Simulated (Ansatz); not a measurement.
# TeAs2S2 (tetradymite) (R-3m): band gap by G0W0 on PBE

How far does one-shot GW move the PBE gap of TeAs2S2 (tetradymite) (R-3m)?

Main program and level: Ansatz 0.2.0; PBE, then G0W0 on it, plane waves, PAW.

Report form: the programs' logs are mostly left out.

The structure was built from a prototype and need not be the compound's stable phase.

In doubt: the program warns that the response may not be converged on this k-mesh (in some of the runs), which bears on dielectric and field responses; masses and optical values from hybrid runs of this build are listed as unsure (in some of the runs), which bears on the screening that GW takes from such a start.

### 1. The structure

The structure is trigonal, space group R-3m (No. 166). The conventional cell has a = 3.302 Å, b = 3.302 Å, c = 24.429 Å, α = 90.00°, β = 90.00°, γ = 120.00°. Nearest to As lie 3 S at 2.36 Å and 3 Te at 2.51 Å. Nearest to S lie 3 As at 2.36 Å. Nearest to Te lie 6 As at 2.51 Å. Farther neighbours and most contacts between anions are not listed.

The start is a generated structure, not a measured one. The structure type comes from a generator and need not be one that this composition takes. Spin-orbit coupling is left out unless a step names it. The default PAW set here is soft_2. Its files were made with PBE.

### 2. Relaxation

The structure is relaxed first.

This step: DFT, PBE-D3(BJ), plane waves, PAW.

The input, input.yaml:

```yaml
crystal:
  lattice:
    - [1.650796, 0.953087515, 8.14291024]
    - [-1.650796, 0.953087515, 8.14291024]
    - [0.0, -1.90617503, 8.14291024]
  atoms:
    - { symbol: As, position: [0.4, 0.4, 0.4] }
    - { symbol: As, position: [0.6, 0.6, 0.6] }
    - { symbol: S, position: [0.21, 0.21, 0.21] }
    - { symbol: S, position: [0.79, 0.79, 0.79] }
    - { symbol: Te, position: [0.0, 0.0, 0.0] }
kpoints:
  mp_grid: { grid: [8, 8, 8] }
hamiltonian:
  xc: pbe
  dispersion: d3bj
scf:
  occupations: { method: fermi_dirac, width: 0.02 }
relax:
  f_tol: 0.01
  max_steps: 100
  cell: {}
output:
  write_density: true
  write_potential: true
  elf: true
  volumetric_format: npy
```

Run with:

```sh
$ ansatz run input.yaml --threads 3 --pin off --max-ram 64512MiB --backend cuda --events-out ev --progress --plain --runs-dir out --devices 1 --max-vram 24GiB  # rebuilt from the run's record
```

Run time: 14 s. Hardware: 1 × NVIDIA H100 80GB HBM3 (shared by 3 runs) with 3 threads of AMD EPYC 7R13 (Zen 3), shared host; peak memory 1.1 GiB; 19 s of CPU time.

The steps of the relaxation:

| step | energy less that of the first step (eV) | largest force component (eV/Å) | pressure (GPa) | volume (Å³) |
| --- | --- | --- | --- | --- |
| 1 | 0.0000 | 3.7568 | 52.80 | 76.87 |
| 2 | -3.1272 | 0.8656 | 22.17 | 88.32 |
| 3 | -4.0954 | 0.3035 | 8.49 | 98.96 |
| 4 | -4.3230 | 0.0746 | 1.78 | 106.28 |
| 5 | -4.3357 | 0.0067 | 0.20 | 108.51 |
| 6 | -4.3359 | 0.0105 | 0.01 | 108.90 |
| 7 | -4.3359 | 0.0138 | -0.02 | 108.95 |
| 8 | -4.3359 | 0.0003 | 0.00 | 108.93 |
| 9* | -4.3695 | 0.0025 | 0.59 | 108.93 |
| 10 | -4.3717 | 0.0020 | 0.11 | 110.07 |
| 11 | -4.3718 | 0.0046 | -0.02 | 110.47 |
| 12* | -4.3719 | 0.0046 | -0.02 | 110.47 |

Relaxation steps marked * repeat the geometry before them on a plane-wave basis chosen anew for their cell, so energy and pressure can jump there.

The run keeps the 12 symmetry operations that it works with, so distortions that break them were not tested.

| cell as run | before | after | change |
| --- | --- | --- | --- |
| a (Å) | 8.363 | 9.283 | +11.0 % |
| b (Å) | 8.363 | 9.283 | +11.0 % |
| c (Å) | 8.363 | 9.283 | +11.0 % |
| α (°) | 22.77 | 23.37 | +2.6 % |
| β (°) | 22.77 | 23.37 | +2.6 % |
| γ (°) | 22.77 | 23.37 | +2.6 % |
| volume (Å³/atom) | 15.37 | 22.09 | +43.7 % |

The atoms that moved most (Å, as changes of fractional coordinates times the final cell):

| atom | dx | dy | dz | length |
| --- | --- | --- | --- | --- |
| As2 | 0.000 | 0.000 | -0.158 | 0.158 |
| As1 | 0.000 | 0.000 | 0.158 | 0.158 |
| S3 | 0.000 | 0.000 | 0.086 | 0.086 |
| S4 | 0.000 | 0.000 | -0.086 | 0.086 |

Final coordinates:

```xyz
5
Lattice="1.8797 1.0853 9.0252 -1.8797 1.0853 9.0252 0.0000 -2.1705 9.0252" Properties=species:S:1:pos:R:3 pbc="T T T"
As    0.0000    0.0000   10.9883
As    0.0000    0.0000   16.0873
S     0.0000    0.0000    5.7723
S     0.0000    0.0000   21.3032
Te    0.0000    0.0000    0.0000
```

The program's warnings for this run: band table not solved further.

### 3. The PBE band structure

Levels along a band path and on the mesh show where this functional puts the band edges.

This step: DFT, PBE, plane waves, PAW.

The input, input.yaml:

```yaml
crystal:
  lattice:
    - [1.8797108042, 1.0852515388, 9.0251901195]
    - [-1.8797108042, 1.0852515388, 9.0251901195]
    - [0.0, -2.1705030777, 9.0251901195]
  atoms:
    - { symbol: As, position: [0.4058369195, 0.4058369195, 0.4058369195] }
    - { symbol: As, position: [0.5941630805, 0.5941630805, 0.5941630805] }
    - { symbol: S, position: [0.2131932066, 0.2131932066, 0.2131932066] }
    - { symbol: S, position: [0.7868067934, 0.7868067934, 0.7868067934] }
    - { symbol: Te, position: [0.0, 0.0, 0.0] }
kpoints:
  mp_grid: { grid: [8, 8, 8] }
  band_path:
    path:
      - [[0.0, 0.0, 0.0], [0.5, 0.5, 0.5], [0.8242003, 0.1757997, 0.5]]
      - [[0.5, -0.1757997, 0.1757997], [0.5, 0.0, 0.0], [0.0, 0.0, 0.0], [0.33789985, -0.33789985, 0.0]]
      - [[0.66210015, 0.0, 0.33789985], [0.5, 0.0, 0.5], [0.0, 0.0, 0.0]]
    npoints: 10
hamiltonian:
  xc: pbe
scf:
  occupations: { method: fermi_dirac, width: 0.02 }
  n_extra_bands: 5
output:
  eigenvalues: true
  forces: true
  stress: true
  write_density: true
  write_potential: true
  elf: true
  volumetric_format: npy
```

Run time: 3.9 s. Hardware: 1 × NVIDIA H100 80GB HBM3 (shared by 3 runs) with 3 threads; peak memory 1.1 GiB.

This step gave:

| Quantity | Value |
| --- | --- |
| pressure | 2.924 GPa |
| filled bands | 29 |
| gap | 0.5355 eV |
| valence top at | k = (0.532, 0.468, 0.500) |
| conduction bottom at | k = (0.375, -0.500, -0.500) |
| least direct gap | 0.5855 eV |

Over mesh and path the gap is 0.535 eV, from k = (0.532, 0.468, 0.500) to k = (0.375, -0.500, -0.500). The least direct gap found is 0.585 eV, at k = (0.375, -0.500, -0.500).

Electronic bands along the path, in eV, zero at the top of the highest nominally filled band:

| point | band 26 | band 27 | band 28 | band 29 | band 30 | band 31 | band 32 | band 33 |
| --- | --- | --- | --- | --- | --- | --- | --- | --- |
| Γ | -2.16 | -0.29 | -0.29 | -0.14 | 0.82 | 0.82 | 0.89 | 2.64 |
| halfway | -1.73 | -0.35 | -0.35 | -0.15 | 0.87 | 0.97 | 0.97 | 2.49 |
| T | -1.55 | -0.40 | -0.40 | -0.16 | 0.86 | 1.14 | 1.14 | 2.33 |
| halfway | -2.14 | -1.64 | -0.84 | -0.70 | 1.53 | 2.21 | 2.36 | 2.73 |
| H2 | -3.37 | -1.91 | -1.02 | -0.74 | 1.83 | 1.92 | 2.69 | 4.10 |
| jump to H0 | -3.37 | -1.91 | -1.02 | -0.74 | 1.83 | 1.92 | 2.69 | 4.10 |
| halfway | -3.05 | -2.29 | -1.46 | -1.20 | 2.10 | 2.29 | 2.93 | 3.53 |
| L | -3.28 | -2.38 | -0.89 | -0.62 | 0.71 | 1.59 | 2.98 | 3.33 |
| halfway | -1.91 | -1.11 | -0.62 | -0.38 | 1.13 | 1.70 | 1.74 | 3.16 |
| Γ | -2.16 | -0.29 | -0.29 | -0.14 | 0.82 | 0.82 | 0.89 | 2.64 |
| halfway | -2.78 | -1.00 | -0.57 | -0.19 | 0.92 | 1.76 | 1.94 | 3.03 |
| S0 | -3.63 | -1.86 | -1.16 | -0.69 | 1.70 | 2.35 | 2.45 | 4.33 |
| jump to S2 | -3.63 | -1.86 | -1.16 | -0.69 | 1.70 | 2.35 | 2.45 | 4.33 |
| halfway | -3.58 | -1.35 | -0.58 | -0.52 | 1.17 | 1.56 | 1.72 | 3.41 |
| F | -2.06 | -1.93 | -1.24 | -1.17 | 1.12 | 1.50 | 2.24 | 3.44 |
| halfway | -1.94 | -1.47 | -0.83 | -0.73 | 1.34 | 1.88 | 2.26 | 3.20 |
| Γ | -2.16 | -0.29 | -0.29 | -0.14 | 0.82 | 0.82 | 0.89 | 2.64 |

Electrostatic potential energy in the ac plane of the cell as run, not the conventional one, at fractional y = 0.000, with atoms of Te within 0.2 Å of it. With pseudopotentials it is smooth inside the atoms' cores, unlike the true potential.

Ten even steps from '0' (-12 eV) to '9' (16 eV), each cell a mean:
```
99725888888888988888887527
69962688888778899988888852
25994268888766789999888886
62276137888764467899998888
87412105788875224789999888
88752002678777400378999888
88876423578877640026899988
88888765577877763002689988
88888877777887776300278998
88788888878888777641037898
87777877888888877775325789
88766777788888888777655688
98764467778888888877776678
89874125777788888888887778
89986201467778887778888888
88998620046777887667788888
88999861004677887644678888
88899986200477787641136788
88899998730157788751001578
88889999875346788873034137
68888999988655788886239832
26888889999876778888616995
62588888889988778888752799
97258888888898888888875289
```
Columns run along a (9.3 Å; values clipped at the 3rd and 97th percentile), rows up along c (9.3 Å). Atoms in or near the plane, at fractional coordinates: Te at (0.00, 0.00).

ELF in the ac plane of the cell as run, not the conventional one, at fractional y = 0.000, with atoms of Te within 0.2 Å of it. It is the smooth field of the valence electrons, not physical close to the nuclei.

Ten even steps from '_' (0.03) to '@' (0.87), each cell a mean:
```
____::++++--____..--++**==::....--::..______--++==..
::____::++++::__..::++####**--..__....________--++++
++--__..--++++::....--**%%%%%%++::______________--++
++++==::::==**++::..::==##@@@@@@##--______________::
::==++++====++**==::..::++%%@@@@@@%%==______________
__..==++++++++****==::::--**%%@@@@@@%%++____________
____..--++********++--::::==**@@@@@@@@@@++..____....
::..__..::==********==::::::==##@@@@@@@@@@++..__..::
==--::....::--++****==--::::--==##@@@@@@@@%%==__..--
++**++==::..::::--====--....::--==**%%@@@@@@%%--__::
==######++--::::::::::::......::--==**%%@@@@@@##::..
..++%%%%%%**==--::::............::::--++##%%@@%%**..
..::##@@@@@@##++--::::..........::::::::==**##%%##==
::..--%%@@@@@@%%**==--::....::------::::::--++**##**
==....==%%@@@@@@%%**==--::..::==++++==--::..::--++++
--::__..++@@@@@@@@@@**==--::::--++****++==::....::--
....____..++@@@@@@@@%%**==::::--++********++::..__..
__________..**@@@@@@@@%%**--::::==******++**++--..__
____________..++@@@@@@@@%%++--..::==**++++++++++==..
::______________==%%@@@@@@##++::..::++**++----==++==
++::______________--##@@@@%%**==....::++++==::::==++
++++::______________..++##%%##++--....::++++--____--
::++++::______....::....--**##**==::____--++++::____
..::++++::______::----::....==++==--..____--++==..__
```
Columns run along a (9.3 Å), rows up along c (9.3 Å). Atoms in or near the plane, at fractional coordinates: Te at (0.00, 0.00).

### 4. The quasiparticle correction

G0W0 replaces the xc potential by a self-energy built once from the orbitals of the start. Levels are corrected in the window of bands that the input names, at points of the mesh.

This step: G0W0 on PBE, plane waves, PAW.

input.yaml, the sections that differ from step 3:

```yaml
kpoints:
  mp_grid: { grid: [6, 6, 6] }
scf:
  occupations: { method: fixed }
gw:
  n_empty_bands: 709
  ecut_chi: 200.0
  qp_bands: [v2, c2]
  qp_kpoints: band_edges
  screening: { model: contour_deformation }
# crystal, hamiltonian: as in step 3
# output: removed
```

Elapsed: 5.4 min, on 1 × NVIDIA H100 80GB HBM3 (shared by 3 runs) with 3 threads; peak memory 4.9 GiB; 10 min of CPU time.

Numbers from this step:

```
bands summed                                    : 738
RPA ε∞ on this mesh (eigenvalues)               : 20.95, 46.37, 46.37
plane waves in the screening matrix             : 747
q-points in the mesh                            : 216
G0W0 gap over the corrected points              : 0.9916 eV
k of the valence top                            : 0.3333, -0.5, -0.5
k of the conduction bottom                      : 0, 0, -0.5
starting gap on the mesh                        : 0.8178 eV
Z at the valence top                            : 0.7297
Z at the conduction bottom                      : 0.7550
least direct G0W0 gap over the corrected points : 0.9989 eV
```

Over 24 of 32 irreducible mesh points the G0W0 gap is 0.992 eV, from k = (0.333, -0.500, -0.500) to k = (0.000, 0.000, -0.500). The PBE gap of this run on the mesh is 0.818 eV. The two states that bound the G0W0 gap lie that far apart at the start, so the correction of the gap is 0.992 − 0.818 = +0.174 eV. The start of this run differs from the step before in mesh (8×8×8 and 6×6×6).

Labels follow the order of the start: v1 is the top filled band, c1 the lowest empty one; levels that stay degenerate share a row, the window can cut a multiplet, doubted levels are not marked in this list, bands outside the window were not corrected, and the list may be a part of the corrected levels. The levels before and after the correction (eV, zero at the valence-band top of each column):

|  | conduction bottom | valence top |
| --- | --- | --- |
| Kohn-Sham | 0.82 | 0.00 |
| G0W0 | 0.99 | 0.00 |

|  | level | occupation | energy (eV) |
| --- | --- | --- | --- |
| Kohn-Sham | (0 0 -0.5) v2 | 2 | -0.769 |
| Kohn-Sham | (0 0 -0.5) v1 | 2 | -0.505 |
| Kohn-Sham | (0 0 -0.5) c1 | 0 | 0.818 |
| Kohn-Sham | (0 0 -0.5) c2 | 0 | 1.700 |
| Kohn-Sham | (0.333 -0.5 -0.5) v2 | 2 | -0.257 |
| Kohn-Sham | (0.333 -0.5 -0.5) v1 | 2 | 0.000 |
| Kohn-Sham | (0.333 -0.5 -0.5) c1 | 0 | 0.837 |
| Kohn-Sham | (0.333 -0.5 -0.5) c2 | 0 | 1.348 |
| G0W0 | (0 0 -0.5) v2 | 2 | -0.897 |
| G0W0 | (0 0 -0.5) v1 | 2 | -0.545 |
| G0W0 | (0 0 -0.5) c1 | 0 | 0.992 |
| G0W0 | (0 0 -0.5) c2 | 0 | 1.883 |
| G0W0 | (0.333 -0.5 -0.5) v2 | 2 | -0.371 |
| G0W0 | (0.333 -0.5 -0.5) v1 | 2 | 0.000 |
| G0W0 | (0.333 -0.5 -0.5) c1 | 0 | 0.999 |
| G0W0 | (0.333 -0.5 -0.5) c2 | 0 | 1.524 |

The parts of the quasiparticle energy for the two states that bound the G0W0 gap, in eV on the run's own scale (QP = start + Σx + Σc − Vxc, with Σc at the quasiparticle energy):

| edge | k | band | start | Σx | Σc | Vxc | Z | QP |
| --- | --- | --- | --- | --- | --- | --- | --- | --- |
| valence top | (0.333, -0.500, -0.500) | 29 | 8.963 | −15.950 | 0.289 | −15.347 | 0.730 | 8.649 |
| conduction bottom | (0.000, 0.000, -0.500) | 30 | 9.781 | −10.416 | −3.533 | −13.809 | 0.755 | 9.641 |

### 5. Spin-orbit coupling in PBE

This run has two-component orbitals with spin-orbit coupling.

This step: DFT, PBE with spin-orbit coupling, plane waves, PAW.

input.yaml, the sections that differ from step 4:

```yaml
kpoints:
  mp_grid: { grid: [8, 8, 8] }
  band_path:
    path:
      - [0.0, 0.0, 0.0]
      - [0.5, 0.5, 0.5]
      - [0.8242003, 0.1757997, 0.5]
      - [0.5, -0.1757997, 0.1757997]
      - [0.5, 0.0, 0.0]
      - [0.33789985, -0.33789985, 0.0]
      - [0.66210015, 0.0, 0.33789985]
      - [0.5, 0.0, 0.5]
      - [0.53242003, 0.46757997, 0.5]
      - [0.375, -0.5, -0.5]
    npoints: 1
scf:
  occupations: { method: fermi_dirac, width: 0.02 }
  n_extra_bands: 10
magnetization:
  noncollinear: true
  spin_orbit: true
output:
  eigenvalues: true
  forces: true
  stress: true
  write_density: true
  write_potential: true
  elf: true
  volumetric_format: npy
# crystal, hamiltonian: as in step 4
# gw: removed
```

It took 13 s on 1 × NVIDIA H100 80GB HBM3 (shared by 3 runs) with 3 threads; peak memory 1.4 GiB.

Numbers from this step:

```yaml
pressure: 2.980 GPa
gap: 0.4956 eV
valence_top_at: k = (0.532, 0.468, 0.500)
conduction_bottom_at: k = (0.375, -0.500, -0.500)
least_direct_gap: 0.5394 eV
```

Over mesh and listed points the gap is 0.496 eV, from k = (0.532, 0.468, 0.500) to k = (0.375, -0.500, -0.500). The least direct gap found is 0.539 eV, at k = (0.375, -0.500, -0.500). PBE+SOC against PBE: 0.496 − 0.535 = −0.039 eV, with the same mesh, set of files (read in its fully relativistic form for the spin-orbit run) and cutoff, and both edges at the same k points. The spin-orbit run sees mesh and listed points alone, so its gap is an upper bound: the coupling can move an edge off these points, and the change over the zone, its sign included where it is small, is not known.

### 6. Side by side

Each gap is the least one over the points named; times are wall times on shared hosts, not benchmarks. A G0W0 time includes the run's own self-consistent start. Runs with listed points see these and the mesh alone, so an edge that moves elsewhere is missed. Rows marked * are further runs, not shown as steps, whose inputs differ from the G0W0 step on the same start in the columns given; solver thresholds can differ too.

| level | mesh | files, cutoff | bands summed, screening | points | gap (eV) | valence top | conduction bottom | least direct gap (eV) | time |
| --- | --- | --- | --- | --- | --- | --- | --- | --- | --- |
| PBE | 8×8×8 | soft_2 PAW, 420 eV | - | mesh and path | 0.535 | (0.532, 0.468, 0.500) | (0.375, -0.500, -0.500) | 0.585 | 3.9 s |
| PBE+SOC | 8×8×8 | soft_2 PAW, 420 eV | - | mesh and listed points | 0.496 | (0.532, 0.468, 0.500) | (0.375, -0.500, -0.500) | 0.539 | 13 s |
| G0W0@PBE* | 6×6×6 | soft_2 PAW, 420 eV | 145, 60 eV | 24 of 32 irreducible mesh points | 0.893 | (0.333, 0.333, -0.500) | (0.000, 0.000, -0.500) | 0.976 | 59 s |
| G0W0@PBE* | 6×6×6 | soft_2 PAW, 420 eV | 358, 120 eV | 24 of 32 irreducible mesh points | 0.956 | (0.333, 0.333, -0.500) | (0.000, 0.000, -0.500) | 0.983 | 2.6 min |
| G0W0@PBE | 6×6×6 | soft_2 PAW, 420 eV | 738, 200 eV | 24 of 32 irreducible mesh points | 0.992 | (0.333, -0.500, -0.500) | (0.000, 0.000, -0.500) | 0.999 | 5.4 min |
| G0W0@PBE* | 4×4×4 | soft_2 PAW, 420 eV | 358, 120 eV | 10 of 13 irreducible mesh points | 0.986 | (0.250, 0.250, -0.500) | (0.000, 0.000, -0.500) | 1.113 | 19 s |
| G0W0@PBE* | 6×6×6 | soft_2 PAW, 420 eV | 738, 200 eV, plasmon pole | 24 of 32 irreducible mesh points | 0.975 | (0.333, -0.500, -0.500) | (0.000, 0.000, -0.500) | 0.994 | 14 min |

### 7. Results

```
PBE gap over mesh and path                         : 0.535 eV, from k = (0.532, 0.468, 0.500) to k = (0.375, -0.500, -0.500)
G0W0@PBE gap over 24 of 32 irreducible mesh points : 0.992 eV, from k = (0.333, -0.500, -0.500) to k = (0.000, 0.000, -0.500)
PBE+SOC gap over mesh and listed points            : 0.496 eV
GW settings                                        : 6×6×6 mesh, 709 empty bands, screening to 200 eV
known limits                                       : finite bands, screening cutoff and k mesh; no spin-orbit coupling in G0W0; large ε∞ on the G0W0 mesh
```

What this shows: Over 24 of 32 irreducible mesh points the G0W0 gap is 0.992 eV, from k = (0.333, -0.500, -0.500) to k = (0.000, 0.000, -0.500). The PBE gap of this run on the mesh is 0.818 eV. The two states that bound the G0W0 gap lie that far apart at the start, so the correction of the gap is 0.992 − 0.818 = +0.174 eV. The valence state moves by 8.649 − 8.963 = −0.314 eV and the conduction state by 9.641 − 9.781 = −0.140 eV, on the run's own scale; how far single levels stand from their limit in bands is not shown. Over mesh and path, PBE puts the valence top at k = (0.532, 0.468, 0.500) and conduction bottom at k = (0.375, -0.500, -0.500), where no G0W0 correction was computed. The G0W0 gap over the whole zone is therefore not known from this run; at its settings it can only be equal to or under the 0.992 eV found, and no correction is carried over from another point. For the start itself the gap is 0.535 eV over mesh and path and 0.818 eV on the mesh of the G0W0 run, in runs that differ in mesh (8×8×8 and 6×6×6). From 145 bands and 60 eV to 738 bands and 200 eV the gap moves by 0.992 − 0.893 = +0.099 eV (rung by rung 0.893, 0.956, 0.992 eV); bands and screening cutoff rise together, so their parts are not told apart. The states that bound the gap change along the series, so no limit is drawn and it is not known. With the 4×4×4 mesh in place of the 6×6×6 mesh and all else as in the G0W0@PBE row with 358 bands, the gap differs by 0.986 − 0.956 = +0.030 eV, and that of the start by 0.824 − 0.818 = +0.006 eV; an edge lies at another k point, so this need not be the shift of one pair of states. With the plasmon pole model in place of the contour deformation model and all else as in the G0W0@PBE row with 738 bands, the gap differs by 0.975 − 0.992 = −0.017 eV. G0W0 on other starts in this series, not shown as steps and not all at these settings: 1.127 eV on HSE06 (6×6×6, soft_2 PAW, 738 bands, 200 eV). PBE+SOC against PBE: 0.496 − 0.535 = −0.039 eV, with the same mesh, set of files (read in its fully relativistic form for the spin-orbit run) and cutoff, and both edges at the same k points. The spin-orbit run sees mesh and listed points alone, so its gap is an upper bound: the coupling can move an edge off these points, and the change over the zone, its sign included where it is small, is not known. What spin-orbit coupling does to the G0W0 levels was not computed, so no sum with the G0W0 gap is formed. The G0W0 runs are scalar-relativistic. The largest eigenvalue of the RPA ε∞ is large: 46 in G0W0@PBE (6×6×6, 738 bands), 47 in G0W0@PBE (6×6×6, 145 bands), 46 in G0W0@PBE (6×6×6, 358 bands), 43 in G0W0@PBE (4×4×4, 358 bands) and 46 in G0W0@PBE (6×6×6, 738 bands). A perturbation-theory run of this series on PBE, not shown as a step (6×6×6 (response on 1728 points) mesh, soft_2 PAW), gives 21.8 and 42.9 (stated error 2.5). G0W0 is shown with one set of atomic data (soft_2 PAW), so the error from the files is not known here. Failed or unusable runs on PBE in this series, left out of the table: G0W0@PBE (6×6×6 mesh, hard PAW files, 640 eV, 1051 empty bands) reached its time limit after 3.1 min.

[Paths, hosts, dates, memory and timing lines, banners, echoed tables and standing remarks are left out of the program output.]

[Logs are printed without paths, hosts, clocks, repeated set-up lines and the standing remarks that a program may print on its own settings, such as how far it seeks lower states.]

[Runs of the session that timed out or met a known fault of the program may be left out.]

[Cells called generated may have been cut or substituted from an entry of the Crystallography Open Database or the Materials Project.]

[Hosts, paths, dates, database ids (printed as entryN), source tags and the programs' standing remarks are cut or masked in the printed files.]

[Where an RPA ε∞ is given, it is that of the G0W0 mesh and is not shown converged in it. Names of k-points follow the symmetry that the program found, which can be lower than the space group named. Band edges on a path are those of the sampled points; other points can move an edge, and change direct to indirect where valleys lie close.]

[Hybrid gaps are those of their k-mesh and are not shown converged in it.]
